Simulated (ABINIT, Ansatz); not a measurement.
# Quasiparticle gap of KCdF3 (Pm-3m) in ABINIT

Wanted: ground state, empty states, screening and self-energy for KCdF3 (Pm-3m).

Main program and level: ABINIT 10.8.3; LDA and many-body steps on it, plane waves.

Most raw output is cut from this account.

## (1) Starting point

The structure is cubic, space group Pm-3m (No. 221). Conventional cell: a = 4.382 Å, b = 4.382 Å, c = 4.382 Å, α = 90.00°, β = 90.00°, γ = 90.00°. K has 12 F at 3.10 Å nearest. Nearest to Cd lie 6 F at 2.19 Å. F has 2 Cd at 2.19 Å and 4 K at 3.10 Å nearest. Farther neighbours and most contacts between anions are not listed.

The cell and positions are those that the Materials Project relaxed with its own functionals (PBE, PBE+U or r2SCAN), kept fixed.

## (2) Ground state

This step: ABINIT 10.8.3; DFT, LDA, plane waves, norm-conserving pseudopotentials.

The ground-state density comes first.

Contents of run.abi:

```
acell 3*1.0 Angstrom
rprim 
  4.382089020000 0.000000000000 0.000000000000
  0.000000000000 4.382089020000 0.000000000000
  0.000000000000 0.000000000000 4.382089020000
ntypat 3
znucl 19 48 9
natom 5
typat 1 2 3 3 3
xred 
  0.000000000000 0.000000000000 0.000000000000
  0.500000000000 0.500000000000 0.500000000000
  0.000000000000 0.500000000000 0.500000000000
  0.500000000000 0.000000000000 0.500000000000
  0.500000000000 0.500000000000 0.000000000000
pp_dirpath "pseudos"
pseudos "K.upf, Cd.upf, F.upf"
ecut 47
ngkpt 6 6 6
nshiftk 1
shiftk 0 0 0
kptopt 1
chksymbreak 0
nband 31
occopt 1
tolvrs 1e-10
nstep 60
prtwf 0
optforces 0
optstress 0
indata_prefix "in"
outdata_prefix "out"
tmpdata_prefix "tmp"
```

On the command line:

```bash
> OMP_NUM_THREADS=1 mpirun -n 4 abinit run.abi > log
```

Run time: 69 s. Hardware: 4 MPI ranks of Arm Neoverse V2, shared host; peak memory 0.46 GiB; 4.6 min of CPU time.

This step gave:

```
total energy               : -7595.2275 eV
gap                        : 2.829 eV
k of the valence top       : 0.5, 0.5, 0.5
k of the conduction bottom : 0, 0, 0
least direct gap           : 4.618 eV
```

The gap is indirect, with the least direct gap 1.79 eV higher.

## (3) Empty states on the mesh, 2×2×2 mesh, 72 bands

The sums over transitions need many empty states on a uniform mesh; this step solves for them.

Edit run.abi of step 2 so:

```diff
@@ -18,3 +18,3 @@
 ecut 47
-ngkpt 6 6 6
+ngkpt 2 2 2
 nshiftk 1
@@ -23,9 +23,10 @@
 chksymbreak 0
-nband 31
-occopt 1
-tolvrs 1e-10
+iscf -2
+irdden 1
+istwfk *1
+nband 72
+nbdbuf 6
+tolwfr 1e-09
 nstep 60
-prtwf 0
-optforces 0
-optstress 0
+prtvol 0
 indata_prefix "in"
```

The job ended after 21 s (4 MPI ranks; peak memory 0.36 GiB; 83 s of CPU time).

Numbers from this step:

```yaml
gap: 2.829 eV
k_of_the_valence_top: 0.5, 0.5, 0.5
k_of_the_conduction_bottom: 0, 0, 0
least_direct_gap: 4.618 eV
k_points_computed: 4
lowest_point_of_the_top_converged_band_above_the_valence_top: 33.27 eV
```

On this mesh the gap is 2.829 eV.

## (4) Screening, 2×2×2 mesh, 66 bands, screening to 98 eV

The RPA dielectric matrix is built and inverted for each q.

This step: RPA screening on LDA, plane waves, norm-conserving pseudopotentials.

Edit run.abi of step 3 so:

```diff
@@ -23,10 +23,11 @@
 chksymbreak 0
-iscf -2
-irdden 1
 istwfk *1
-nband 72
-nbdbuf 6
-tolwfr 1e-09
-nstep 60
-prtvol 0
+occopt 1
+irdwfk 1
+optdriver 3
+nband 66
+ecuteps 3.6
+inclvkb 2
+awtr 1
+symchi 1
 indata_prefix "in"
```

Wall time 12 s (4 MPI ranks); peak memory 0.94 GiB; 46 s of CPU time.

This step gave:

```
ε∞ with local fields, on this mesh, along the program's q direction : 2.282
the same without local fields                                       : 2.403
plasma frequency                                                    : 28.62 eV
plane waves in the screening matrix                                 : 179
```

Local fields lower ε∞ by 5 %. On a Γ-centred mesh this coarse the value itself is usually too large, while a short band sum pulls it down.

## (5) Self-energy, 2×2×2 mesh, 66 bands, screening to 98 eV

The self-energy is evaluated for the states that the input lists, and the levels follow from it, in one-shot runs by the linearised quasiparticle equation.

This step: G0W0 on LDA, plane waves, norm-conserving pseudopotentials.

Edit run.abi of step 4 so:

```diff
@@ -26,8 +26,17 @@
 irdwfk 1
-optdriver 3
+optdriver 4
 nband 66
+gwcalctyp 0
+ecutsigx 47
+symsigma 1
+nkptgw 2
+kptgw 
+  0.5000000000 0.5000000000 0.5000000000
+  0.0000000000 0.0000000000 0.0000000000
+bdgw 
+  24 28
+  23 28
 ecuteps 3.6
-inclvkb 2
-awtr 1
-symchi 1
+irdscr 1
+ppmodel 1
 indata_prefix "in"
```

Wall time 5.4 s (4 MPI ranks); peak memory 0.96 GiB; 21 s of CPU time.

This step gave:

* G0W0 gap on the points computed: 6.513 eV
* starting gap on the mesh: 2.829 eV
* k of the valence top: 0.5, 0.5, 0.5
* k of the conduction bottom: 0, 0, 0
* Z at the valence top: 0.815
* Z at the conduction bottom: 0.878
* least direct G0W0 gap on the computed points: 8.494 eV

The gap on the mesh goes from 2.83 eV to 6.51 eV, a correction of +3.68 eV.

Limits: finite bands, cutoff and mesh; d shell near the gap, gap tends to lie low; no spin-orbit coupling; coarse k mesh. v1 is the top filled band, c1 the lowest empty one. The levels before and after the correction (eV, zero at the valence-band top of each column):

```
           conduction bottom  valence top
Kohn-Sham               2.83         0.00
     G0W0               6.51         0.00
```

```
                         level  energy (eV)
Kohn-Sham  (0.5 0.5 0.5) v2-v1        0.000
Kohn-Sham  (0.5 0.5 0.5) c1-c3        7.513
Kohn-Sham              Γ v3-v1       -1.789
Kohn-Sham                 Γ c1        2.829
Kohn-Sham              Γ c2-c3        8.040
     G0W0  (0.5 0.5 0.5) v2-v1        0.000
     G0W0  (0.5 0.5 0.5) c1-c3       11.536
     G0W0              Γ v3-v1       -1.981
     G0W0                 Γ c1        6.513
     G0W0              Γ c2-c3       12.093
```

## (6) Where the time went

Times are wall times on 4 MPI ranks of Arm Neoverse V2, shared host, good to a factor of about two.

```
                    step   time  share  memory (GiB)
            ground state   69 s   64 %          0.46
empty states on the mesh   21 s   20 %          0.36
               screening   12 s   11 %          0.94
             self-energy  5.4 s    5 %          0.96
```

## (7) What came out

| Quantity | Value |
| --- | --- |
| LDA gap | 2.83 eV, indirect |
| G0W0 gap on the mesh | 6.51 eV |
| GW settings | 2×2×2 mesh, 66 bands, screening to 98 eV, Godby-Needs plasmon pole |
| known limits | not at the basis limit; d shell near the gap, gap tends to lie low; no spin-orbit coupling; coarse k mesh |

**Reading.** G0W0 moves the gap on the mesh from 2.83 eV to 6.51 eV (+3.68 eV), with Z of 0.81 and 0.88 at the edges. Local fields lower the RPA ε∞ on this mesh from 2.40 to 2.28; a Γ-centred mesh this coarse tends to raise both, most where the direct gap is narrow, while a short band sum lowers them. Only 2 of the mesh's irreducible points were corrected, so a valley elsewhere could overtake. The dearest step here is «ground state». Bands and cutoff are finite, so the gap is not at the basis limit. The miss can reach some tenths of an eV and take either sign; the mesh is an error of its own. In the G0W0 run levels were corrected at 2 k points alone, so a gap called «on the mesh» is the least over those, and an edge elsewhere would be missed. The 2×2×2 mesh is coarse for this cell, which bears on the long-range parts of exchange and screening. This is the ideal cubic cell; many perovskites, halides above all, are cubic only on average, and local tilts or off-centring can widen the gap. A d shell, filled or nearly so, lies near the gap. One-shot GW converges very slowly in bands there, not always from below, and on a semilocal start the gap tends to come out low; starts rich in exact exchange can overshoot instead. The many-body steps are scalar-relativistic: spin-orbit coupling is not in them.

[Paths, hosts, dates, memory and timing lines, banners, echoed tables and standing remarks are left out of the program output.]

[Logs are printed without paths, hosts, clocks, repeated set-up lines and the standing remarks that a program may print on its own settings, such as how far it seeks lower states.]

[Runs of the session that timed out or met a known fault of the program may be left out.]

[Hosts, paths, dates, database ids (printed as entryN), source tags and the programs' standing remarks are cut or masked in the printed files.]

[G0W0 gaps are taken among the corrected bands and points alone; a level outside them can change the order at an edge.]

[Where Ansatz stands beside ABINIT at settings called matched, ABINIT's density can come from a denser mesh and the files from another edition; pairs whose starting gaps differed by over 0.03 eV were left out, so agreement reads better than it is.]
